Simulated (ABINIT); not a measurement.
An input for ABINIT 10.8.3 (NaHF2 (R-3m)):

```
acell 3*1.0 Angstrom
rprim 
  1.737000000015 1.002857417591 4.583333333300
  -1.737000000015 1.002857417591 4.583333333300
  -0.000000000000 -2.005714835182 4.583333333300
ntypat 3
znucl 11 1 9
natom 4
typat 1 2 3 3
xred 
  0.000000000000 0.000000000000 0.000000000000
  0.500000000000 0.500000000000 0.500000000000
  0.417600000000 0.417600000000 0.417600000000
  0.582400000000 0.582400000000 0.582400000000
pp_dirpath "pseudos"
pseudos "Na.upf, H.upf, F.upf"
ecut 38
ngkpt 4 4 4
nshiftk 1
shiftk 0 0 0
kptopt 1
chksymbreak 0
istwfk *1
occopt 1
irdwfk 1
optdriver 4
nband 43
gwcalctyp 10
ecutsigx 38
symsigma 1
nkptgw 13
kptgw 
  0.0000000000 0.0000000000 0.0000000000
  0.2500000000 0.0000000000 0.0000000000
  0.5000000000 0.0000000000 0.0000000000
  0.2500000000 0.2500000000 0.0000000000
  0.5000000000 0.2500000000 0.0000000000
  -0.2500000000 0.2500000000 0.0000000000
  0.5000000000 0.5000000000 0.0000000000
  0.2500000000 0.2500000000 0.2500000000
  0.5000000000 0.2500000000 0.2500000000
  -0.2500000000 0.2500000000 0.2500000000
  0.5000000000 0.5000000000 0.2500000000
  -0.2500000000 0.5000000000 0.2500000000
  0.5000000000 0.5000000000 0.5000000000
bdgw 
  7 18
  7 18
  7 18
  7 18
  7 18
  7 18
  7 18
  7 18
  7 18
  7 18
  7 18
  7 18
  7 18
ecuteps 3.9
irdscr 1
ppmodel 1
irdqps 1
indata_prefix "in"
outdata_prefix "out"
tmpdata_prefix "tmp"
```

```sh
OMP_NUM_THREADS=1 mpirun -n 4 abinit run.abi > log
```

**Question.** How long will it take on 4 MPI ranks of Arm Neoverse V1, shared host, and how much memory?

It took 1.8 min; on shared hardware allow 54 s to 3.6 min. Peak host memory was 2.4 GiB.

[Paths, hosts, dates, memory and timing lines, banners, echoed tables and standing remarks are left out of the program output.]

[Logs are printed without paths, hosts, clocks, repeated set-up lines and the standing remarks that a program may print on its own settings, such as how far it seeks lower states.]

[Runs of the session that timed out or met a known fault of the program may be left out.]

[Hosts, paths, dates, database ids (printed as entryN), source tags and the programs' standing remarks are cut or masked in the printed files.]

[G0W0 gaps are taken among the corrected bands and points alone; a level outside them can change the order at an edge.]

[Where Ansatz stands beside ABINIT at settings called matched, ABINIT's density can come from a denser mesh and the files from another edition; pairs whose starting gaps differed by over 0.03 eV were left out, so agreement reads better than it is.]
